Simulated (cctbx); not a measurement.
## A crystallographic session in cctbx: YbSi2IrPb

Library: cctbx 2025.11. The data are simulated by the first script.

## 1. Simulate the data

run.py:

```python
from cctbx import adptbx, crystal, miller, sgtbx, xray
from cctbx.array_family import flex
from iotbx.shelx import hklf
from scitbx import matrix
import scitbx.random

cs = crystal.symmetry(unit_cell=(4.43, 4.43, 10.694, 90, 90, 90), space_group_symbol='Hall: P 4ab 2ab -1ab')  # P4/nmm
atoms = [  # label, site, U (iso, or U11 U22 U33 U12 U13 U23 in A^2), occupancy
    ("Pb1", (0.5, 0.5, 0), (0.0060, 0.0060, 0.0062, 0.0000, 0.0000, 0.0000), 1),
    ("Ir1", (0.5, 0, 0.3788), (0.0095, 0.0095, 0.0095, 0.0000, 0.0000, 0.0000), 1),
    ("Yb1", (0.5, 0, 0.7429), (0.0094, 0.0094, 0.0102, 0.0000, 0.0000, 0.0000), 1),
    ("Si1", (0.5, 0.5, 0.5), (0.0090, 0.0090, 0.0088, 0.0000, 0.0000, 0.0000), 1),
    ("Si2", (0.5, 0, 0.133), (0.0112, 0.0112, 0.0125, 0.0000, 0.0000, 0.0000), 1),
]
xs = xray.structure(crystal_symmetry=cs)
for label, site, u, occ in atoms:
    u = adptbx.u_cif_as_u_star(cs.unit_cell(), u) if isinstance(u, tuple) else u
    xs.add_scatterer(xray.scatterer(label, site=site, u=u, occupancy=occ))
xs.set_inelastic_form_factors(0.71073, "sasaki")
xs.show_summary()
p1 = xs.expand_to_p1()
ms = miller.build_set(p1, anomalous_flag=True, d_min=0.65)
flex.set_random_seed(472323)
scitbx.random.set_random_seed(472323)
ms = ms.select(flex.random_double(ms.size()) < 0.8)
i = ms.structure_factors_from_scatterers(p1, algorithm="direct").f_calc().as_intensity_array().data()
i = i * 5000 / flex.max(i)
sig = flex.sqrt(i + flex.pow2(0.04 * i) + 4 ** 2)
noise = scitbx.random.variate(scitbx.random.normal_distribution())(i.size())
data = ms.array(data=i + sig * noise, sigmas=sig).set_observation_type_xray_intensity()
with open("data.hkl", "w") as f:
    data.export_as_shelx_hklf(f)
print("reflections written:", data.size(), " <I/sigma> = %.1f" % flex.mean(data.data() / data.sigmas()))
for h, a, b in list(data.sort("data"))[:12]:
    print("%4d%4d%4d %9.1f %7.1f" % (h + (a, b)))
```

```console
$ python run.py
```

```text
Number of scatterers: 5
At special positions: 5
Unit cell: (4.43, 4.43, 10.694, 90, 90, 90)
Space group: P 4/n m m :1 (No. 129)
reflections written: 2567  <I/sigma> = 8.3
   0   2   0    4878.0   212.2
   0  -2   0    4682.9   212.2
   2   2   0    3814.6   159.8
   2  -2   0    3653.4   159.8
   0   0  -8    2951.7   126.9
   0  -2   8    2463.6   103.7
  -1  -1   2    2435.1   103.8
  -1  -1  -2    2433.3   103.8
   0  -4   0    2414.4   104.4
   1  -1  -2    2408.5   103.8
   2   0   8    2369.6   103.7
   0  -2  -8    2329.6   103.7
```

It took 0.25 s on 1 thread of AMD EPYC 7B13 (Zen 3), on a shared host, peak memory 0.07 GiB.

## 2. Symmetry

run.py:

```python
from cctbx import crystal, sgtbx, statistics
from cctbx.array_family import flex
from iotbx.shelx import hklf

p1 = crystal.symmetry(unit_cell=(4.43, 4.43, 10.694, 90, 90, 90), space_group_symbol="P 1")
raw = hklf.reader(file_name="data.hkl").as_miller_arrays(crystal_symmetry=p1, anomalous=True)[0]
print(raw.size(), "reflections to d = %.3f A" % raw.d_min())
isig = raw.data() / raw.sigmas()
print("centring   violations  <I/sigma> of those")
best = "P"
for c in "ABCIRF":
    a = raw.customized_copy(space_group_info=sgtbx.space_group_info("Hall: %s 1" % c)).sys_absent_flags().data()
    m = flex.mean(isig.select(a))
    print("%5s %10d of %5d %8.1f" % (c, (isig.select(a) > 4).count(True), a.count(True), m))
    if (isig.select(a) > 4).count(True) < 0.01 * a.count(True):
        best = c
raw = raw.select(~raw.customized_copy(space_group_info=sgtbx.space_group_info("Hall: %s 1" % best)).sys_absent_flags().data())
isig = raw.data() / raw.sigmas()
rows = []
for s in sgtbx.space_group_symbol_iterator():
    g = sgtbx.space_group(s)
    if g.conventional_centring_type_symbol() != best or not g.is_compatible_unit_cell(p1.unit_cell(), 1e-3, 0.02):
        continue
    rows.append((s, g))
print("Laue class    unique    Rint  (classes that these axes allow; Friedel mates merged)")
rint = {}
for s, g in rows:
    laue = g.build_derived_patterson_group()
    key = laue.type().hall_symbol()
    if key not in rint:
        m = raw.customized_copy(space_group_info=laue.info(), anomalous_flag=False).merge_equivalents()
        rint[key] = m.r_int()
        print("%-14s %6d %7.3f" % (laue.type().lookup_symbol(), m.array().size(), m.r_int()))
floor = min(rint.values())
good = [(s, g) for s, g in rows if rint[g.build_derived_patterson_group().type().hall_symbol()] < 2 * floor + 0.03]
top = max(g.build_derived_patterson_group().order_z() for s, g in good)
print("space group    extra absences  I>4sigma  <I/sigma>")
for s, g in good:
    laue = g.build_derived_patterson_group()
    if laue.order_z() != top:
        continue
    a = raw.customized_copy(space_group_info=g.info()).sys_absent_flags().data()
    a &= ~raw.customized_copy(space_group_info=laue.info()).sys_absent_flags().data()
    bad = (isig.select(a) > 4).count(True)
    if bad <= 0.03 * a.count(True):
        print("%-16s %8d %10d %9s  %s" % (s.universal_hermann_mauguin(), a.count(True), bad, "%.1f" % flex.mean(isig.select(a)) if a.count(True) else "-", "centric" if g.is_centric() else "acentric"))
laue = max(good, key=lambda t: t[1].build_derived_patterson_group().order_z())[1].build_derived_patterson_group()
f = raw.customized_copy(space_group_info=laue.info(), anomalous_flag=False).merge_equivalents().array().eliminate_sys_absent().f_sq_as_f()
f.set_observation_type_xray_amplitude()
bins = max(3, min(8, f.size() // 12))
f.setup_binner(n_bins=bins)
w = statistics.wilson_plot(f, {e: n / laue.order_z() for e, n in {'Pb': 2.0, 'Ir': 2.0, 'Yb': 2.0, 'Si': 4.0}.items()}, e_statistics=True)
print("Wilson B = %.2f A^2   <|E^2-1|> = %.3f (0.968 centric, 0.736 acentric)   E^2>4: %.1f %%" % (w.wilson_b, w.mean_e_sq_minus_1, w.percent_e_sq_gt_2))
print("shell (A)         n   <I/sigma>")
m = raw.customized_copy(space_group_info=laue.info(), anomalous_flag=False).merge_equivalents().array().eliminate_sys_absent()
for b in m.setup_binner(n_bins=bins).range_used():
    sel = m.binner().selection(b)
    print("%5.2f - %4.2f %6d %8.1f" % (min(m.binner().bin_d_range(b)[0] if m.binner().bin_d_range(b)[0] > 0 else 99, 99), m.binner().bin_d_range(b)[1], sel.count(True), flex.mean((m.data() / m.sigmas()).select(sel))))
```

```console
$ python run.py
```

```text
2567 reflections to d = 0.652 A
centring   violations  <I/sigma> of those
    A        889 of  1297      9.1
    B        890 of  1306      9.0
    C        701 of  1315      6.4
    I        806 of  1271      7.3
    R       1104 of  1701      8.4
    F       1240 of  1959      8.2
Laue class    unique    Rint  (classes that these axes allow; Friedel mates merged)
P -1             1538   0.041
P 1 2/m 1         881   0.046
P 1 1 2/m         843   0.047
P 2/m 1 1         882   0.046
P m m m           511   0.050
P 4/m             430   0.051
P 4/m m m         291   0.053
space group    extra absences  I>4sigma  <I/sigma>
P 4 2 2                 0          0         -  acentric
P 4 21 2               10          0       0.1  acentric
P 4 m m                 0          0         -  acentric
P -4 2 m                0          0         -  acentric
P -4 21 m              10          0       0.1  acentric
P -4 m 2                0          0         -  acentric
P 4/m m m               0          0         -  centric
P 4/n m m :1           62          0       0.2  centric
P 4/n m m :2           62          0       0.2  centric
Wilson B = 0.70 A^2   <|E^2-1|> = 0.806 (0.968 centric, 0.736 acentric)   E^2>4: 0.4 %
shell (A)         n   <I/sigma>
10.70 - 1.30     50     27.6
 1.30 - 1.03     37     23.8
 1.03 - 0.90     33     26.0
 0.90 - 0.82     38     22.8
 0.82 - 0.76     32     22.7
 0.76 - 0.72     35     23.9
 0.72 - 0.68     34     16.7
 0.68 - 0.65     32     19.8
```

Time: 0.41 s.

## 3. Patterson map

run.py:

```python
from cctbx import crystal, maptbx
from iotbx.shelx import hklf

cs = crystal.symmetry(unit_cell=(4.43, 4.43, 10.694, 90, 90, 90), space_group_symbol='Hall: P 4ab 2ab -1ab')  # P4/nmm
raw = hklf.reader(file_name="data.hkl").as_miller_arrays(crystal_symmetry=cs, anomalous=True)[0]
merged = raw.eliminate_sys_absent().merge_equivalents()
fo2 = merged.array().set_observation_type_xray_intensity()
f = fo2.average_bijvoet_mates().f_sq_as_f()
pm = f.patterson_map(symmetry_flags=maptbx.use_space_group_symmetry, sharpening=False, resolution_factor=0.25)
peaks = pm.peak_search(parameters=maptbx.peak_search_parameters(min_distance_sym_equiv=0.4, max_clusters=14)).all()
top = peaks.heights()[0]
print("Patterson group", f.patterson_symmetry().space_group_info())
print("      u       v       w   height  length (A)")
for x, h in zip(peaks.sites(), peaks.heights()):
    y = [t - round(t) for t in x]
    print("%7.3f %7.3f %7.3f %8.1f %8.2f" % (x + (1000 * h / top, cs.unit_cell().length(y))))
```

```console
$ python run.py
```

```text
Patterson group P 4/m m m
      u       v       w   height  length (A)
  0.000   0.000   0.000   1000.0     0.00
  0.500   0.500   0.500    393.3     6.20
  0.500   0.500   0.000    388.0     3.13
  0.000   0.500   0.379    348.4     4.62
  0.000   0.500   0.256    344.7     3.52
  0.000   0.000   0.366    311.6     3.91
  0.500   0.500   0.122    309.4     3.39
  0.500   0.500   0.241    142.7     4.06
  0.000   0.000   0.500     79.8     5.35
  0.000   0.500   0.124     70.1     2.58
  0.000   0.000   0.261     24.6     2.79
  0.000   0.221   0.000     13.9     0.98
  0.000   0.000   0.085     13.7     0.91
  0.077   0.178   0.038     13.5     0.95
```

Time: 0.25 s.

## 4. Charge flipping

run.py:

```python
import itertools
from cctbx import crystal, maptbx
from cctbx.array_family import flex
from iotbx.shelx import hklf
from smtbx.ab_initio import charge_flipping as cf

cs = crystal.symmetry(unit_cell=(4.43, 4.43, 10.694, 90, 90, 90), space_group_symbol='Hall: P 4ab 2ab -1ab')  # P4/nmm
raw = hklf.reader(file_name="data.hkl").as_miller_arrays(crystal_symmetry=cs, anomalous=True)[0]
merged = raw.eliminate_sys_absent().merge_equivalents()
fo2 = merged.array().set_observation_type_xray_intensity()
f = fo2.average_bijvoet_mates().f_sq_as_f().resolution_filter(d_min=0.8)
p1 = f.expand_to_p1()
work = p1
flex.set_random_seed(68529)
it = cf.weak_reflection_improved_iterator(delta=None, weak_reflection_fraction=0.3)
it.start(work, phases=flex.random_double(p1.size()) * 6.2832, f_000=0)
it.delta = 1.2 * it.rho_map.sigma()
print("cycle      R  skewness")
for n, st in enumerate(itertools.islice(it, 300)):
    if n % 25 == 0:
        print("%5d %6.3f %8.2f" % (n, st.r1_factor(), st.rho_map.skewness()))
rho = p1.phase_transfer(it.f_calc).fft_map().apply_volume_scaling()
polish = cf.low_density_elimination_iterator(constant_rho_c=rho.sigma())
polish.start(f_obs=p1, phases=it.f_calc, f_000=0)
for _ in range(8):
    next(polish)
print("origin shift          correlation  skewness")
maps = []
for fc, shift, cc in itertools.islice(cf.f_calc_symmetrisations(f, polish.f_calc, 0), 4):
    m = f.phase_transfer(fc).fft_map(symmetry_flags=maptbx.use_space_group_symmetry, resolution_factor=0.25).apply_sigma_scaling()
    maps.append((m.skewness(), cc, m))
    print("%6.3f %6.3f %6.3f %10.3f %9.2f" % (tuple(shift) + (cc, m.skewness())))
skew, cc, m = max((t for t in maps if t[1] > maps[0][1] - 0.04), key=lambda t: t[0])
print("taken: symmetry correlation %.3f, skewness %.2f" % (cc, skew))
peaks = m.peak_search(parameters=maptbx.peak_search_parameters(min_distance_sym_equiv=0.9, max_clusters=10)).all()
sps = cs.special_position_settings(min_distance_sym_equiv=0.5)
print("peak      x       y       z  mult  height/sigma")
for k, (x, h) in enumerate(zip(peaks.sites(), peaks.heights())):
    ss = sps.site_symmetry(x)
    print("Q%-3d %7.4f %7.4f %7.4f %4d %8.1f" % ((k + 1,) + tuple(t % 1 for t in ss.exact_site()) + (ss.multiplicity(), h)))
```

```console
$ python run.py
```

```text
cycle      R  skewness
    0  0.583     0.25
   25  0.331     4.20
   50  0.330     3.85
   75  0.311     3.81
  100  0.337     3.58
  125  0.331     3.62
  150  0.324     3.82
  175  0.312     3.73
  200  0.316     3.67
  225  0.327     3.62
  250  0.332     3.63
  275  0.336     3.78
origin shift          correlation  skewness
 0.177  0.012  0.241      0.830      2.00
 0.175  0.014  0.491      0.823      2.87
 0.181  0.006  0.177      0.830      2.07
 0.173  0.524 -0.009      0.808      1.73
taken: symmetry correlation 0.823, skewness 2.87
peak      x       y       z  mult  height/sigma
Q1    0.0000  0.5000  0.7000    2     12.9
Q2    0.0000  0.5000  0.0571    2      8.4
Q3    0.0000  0.5000  0.1793    2      7.4
Q4    0.0000  0.0000  0.4408    4      6.9
Q5    0.0000  0.5000  0.8148    2      6.0
Q6    0.0000  0.5000  0.2974    2      3.5
Q7    0.0000  0.0000  0.0705    4      3.2
Q8    0.1824  0.3176  0.7657    8      2.4
Q9    0.0000  0.0000  0.3369    4      2.3
Q10   0.2464  0.2536  0.3168    8      1.9
```

Time: 0.44 s.

## 5. Refinement (model from the peaks)

run.py:

```python
import math
from cctbx import adptbx, crystal, maptbx, sgtbx, xray
from cctbx.array_family import flex
from cctbx.xray import observations
from iotbx.shelx import hklf
from scitbx.lstbx import normal_eqns_solving
from smtbx import absolute_structure, utils
from smtbx.refinement import constraints, least_squares

cs = crystal.symmetry(unit_cell=(4.43, 4.43, 10.694, 90, 90, 90), space_group_symbol='Hall: P 4ab 2ab -1ab')  # P4/nmm
atoms = [  # label, site, U (iso, or U11 U22 U33 U12 U13 U23 in A^2), occupancy
    ("Yb1", (0, 0.5, 0.7), 0.0200, 1),
    ("Pb1", (0, 0.5, 0.0571), 0.0200, 1),
    ("Ir1", (0, 0.5, 0.1793), 0.0200, 1),
    ("Si1", (0, 0, 0.4408), 0.0200, 1),
]
xs = xray.structure(crystal_symmetry=cs)
for label, site, u, occ in atoms:
    u = adptbx.u_cif_as_u_star(cs.unit_cell(), u) if isinstance(u, tuple) else u
    xs.add_scatterer(xray.scatterer(label, site=site, u=u, occupancy=occ))
xs.set_inelastic_form_factors(0.71073, "sasaki")
raw = hklf.reader(file_name="data.hkl").as_miller_arrays(crystal_symmetry=cs, anomalous=True)[0]
merged = raw.eliminate_sys_absent().merge_equivalents()
fo2 = merged.array().set_observation_type_xray_intensity()
print("Rint %.3f, %d unique reflections to %.2f A" % (merged.r_int(), fo2.size(), fo2.d_min()))
for sc in xs.scatterers():
    sc.flags.set_grad_site(True)
    sc.flags.set_grad_u_aniso(sc.flags.use_u_aniso())
    sc.flags.set_grad_u_iso(sc.flags.use_u_iso())
obs = fo2.as_xray_observations()
extra = {}
rep = constraints.reparametrisation(xs, [], utils.connectivity_table(xs), **extra)
ls = least_squares.crystallographic_ls(obs, rep, weighting_scheme=least_squares.mainstream_shelx_weighting(a=0, b=0))
print("cycle     R1     wR2    GooF  max shift (A)")
for cycle in range(6):
    ls.build_up()
    r1, wr2, goof = ls.r1_factor(cutoff_factor=2)[0], ls.wR2(), ls.goof()
    old = xs.sites_cart()
    normal_eqns_solving.levenberg_marquardt_iterations(ls, n_max_iterations=3, tau=0.0001, step_threshold=1e-7)
    big = flex.max((xs.sites_cart() - old).norms())
    print("%4d %7.4f %7.4f %7.3f %9.5f" % (cycle + 1, r1, wr2, goof, big))
    ls.build_up(objective_only=True)
    if abs(ls.wR2() - wr2) < 5e-5 and big < 5e-4:
        break
ls.build_up()
print("final R1 %.4f wR2 %.4f GooF %.3f  parameters %d  data/parameter %.1f" % (ls.r1_factor(cutoff_factor=2)[0], ls.wR2(), ls.goof(), ls.n_parameters, fo2.size() / ls.n_parameters))
cov = ls.covariance_matrix_and_annotations()
su = dict(zip(cov.annotations, (math.sqrt(max(v, 0)) for v in cov.matrix.matrix_packed_u_diagonal())))
a2 = cs.unit_cell().reciprocal_parameters()[0] ** -2
print("atom        x        y        z      Ueq    occ   su(xyz)  su(Uiso or U11)")
for sc in xs.scatterers():
    s = max(su.get(sc.label + k, 0) for k in (".x", ".y", ".z"))
    npd = "" if sc.is_positive_definite_u(cs.unit_cell()) else "  NPD"
    print("%-5s %8.5f %8.5f %8.5f %8.4f %6.3f %8.5f %7.4f%s" % ((sc.label,) + sc.site + (sc.u_iso_or_equiv(cs.unit_cell()), sc.occupancy, s, su.get(sc.label + ".uiso", su.get(sc.label + ".u11", 0) * a2), npd)))
fo = fo2.f_sq_as_f()
fc = fo.structure_factors_from_scatterers(xs, algorithm="direct").f_calc()
diff = fo.f_obs_minus_f_calc(1 / math.sqrt(ls.scale_factor()), fc).average_bijvoet_mates()
m = diff.fft_map(symmetry_flags=maptbx.use_space_group_symmetry, resolution_factor=0.25).apply_volume_scaling()
print("difference map: max %.2f min %.2f rms %.2f" % (m.statistics().max(), m.statistics().min(), m.statistics().sigma()))
peaks = m.peak_search(parameters=maptbx.peak_search_parameters(min_distance_sym_equiv=0.6, max_clusters=6)).all()
near = xs.closest_distances(peaks.sites(), distance_cutoff=4)
sps = cs.special_position_settings(min_distance_sym_equiv=0.5)
for k, (x, h) in enumerate(zip(peaks.sites(), peaks.heights())):
    ss = sps.site_symmetry(x)
    print("Q%-3d %7.4f %7.4f %7.4f %4d %7.2f  %.2f A from %s" % ((k + 1,) + tuple(t % 1 for t in ss.exact_site()) + (ss.multiplicity(), h, near.smallest_distances[k], xs.scatterers()[near.i_seqs[k]].label)))
```

```console
$ python run.py
```

```text
Rint 0.052, 280 unique reflections to 0.65 A
cycle     R1     wR2    GooF  max shift (A)
   1  0.7318  0.9282  28.681   0.21540
   2  0.6494  0.8897  27.492   0.74773
   3  0.6471  0.8934  27.607   0.29479
   4  0.5933  0.8542  26.394   0.28422
   5  0.6026  0.8624  26.647   0.21340
   6  0.6468  0.8880  27.441   0.04501
final R1 0.6024 wR2 0.8556 GooF 26.438  parameters 8  data/parameter 35.0
atom        x        y        z      Ueq    occ   su(xyz)  su(Uiso or U11)
Yb1    0.00000  0.50000  0.68235   0.0235  1.000  0.00561  0.0090
Pb1    0.00000  0.50000  0.05652   0.0001  1.000  0.00263  0.0044
Ir1    0.00000  0.50000  0.22178   0.0288  1.000  0.00521  0.0109
Si1    0.00000  0.00000  0.40925   0.0001  1.000  0.01472  0.0192
difference map: max 483.26 min -214.79 rms 31.42
Q1    0.0000  0.5000  0.0614    2  499.77  0.05 A from Pb1
Q2    0.0000  0.5000  0.7132    2  334.08  0.33 A from Yb1
Q3    0.0000  0.5000  0.7796    2  317.80  1.04 A from Yb1
Q4    0.0000  0.0000  0.3215    4  316.07  0.94 A from Si1
Q5    0.0000  0.5000  0.4378    2  258.28  2.24 A from Si1
Q6    0.0000  0.0000  0.0000    2  199.52  2.30 A from Pb1
```

Time: 0.42 s.

Figures of merit this high mean that the model is still wrong or incomplete.

## 6. Charge flipping

run.py, as its changes from the last script of this kind:

```diff
@@ -13,2 +13,3 @@
-work = p1
-flex.set_random_seed(68529)
+p1.setup_binner_counting_sorted(reflections_per_bin=max(40, p1.size() // 12))
+work = p1.array(data=p1.data() / p1.amplitude_quasi_normalisations().data())
+flex.set_random_seed(68530)
@@ -19,2 +20,2 @@
-for n, st in enumerate(itertools.islice(it, 300)):
-    if n % 25 == 0:
+for n, st in enumerate(itertools.islice(it, 600)):
+    if n % 50 == 0:
```

```console
$ python run.py
```

```text
cycle      R  skewness
    0  0.612     0.37
   50  0.469     2.88
  100  0.463     2.99
  150  0.457     2.97
  200  0.465     2.85
  250  0.459     2.84
  300  0.469     2.84
  350  0.466     2.77
  400  0.455     2.86
  450  0.468     2.91
  500  0.485     2.85
  550  0.452     2.81
origin shift          correlation  skewness
 0.324  0.924  0.335      0.820      2.61
 0.150  0.525  0.428      0.790      0.90
 0.327  0.925  0.146      0.799      1.31
 0.283  0.345  0.396      0.775      1.13
taken: symmetry correlation 0.820, skewness 2.61
peak      x       y       z  mult  height/sigma
Q1    0.0000  0.5000  0.5651    2     13.8
Q2    0.0000  0.5000  0.2144    2      6.6
Q3    0.0000  0.5000  0.9346    2      5.3
Q4    0.0000  0.0000  0.1589    4      5.0
Q5    0.0000  0.2300  0.2955    8      3.4
Q6    0.0000  0.3124  0.0320    8      2.7
Q7    0.0000  0.2018  0.6889    8      2.3
Q8    0.0000  0.0000  0.0000    2      2.0
Q9    0.0000  0.2307  0.5711    8      1.9
Q10   0.1400  0.1556  0.1097   16      1.9
```

Run time: 0.51 s on 1 thread of AMD EPYC 7B13 (Zen 3), on a shared host, peak memory 0.07 GiB.

[Logs are printed without paths, hosts, clocks, repeated set-up lines and the standing remarks that a program may print on its own settings, such as how far it seeks lower states.]
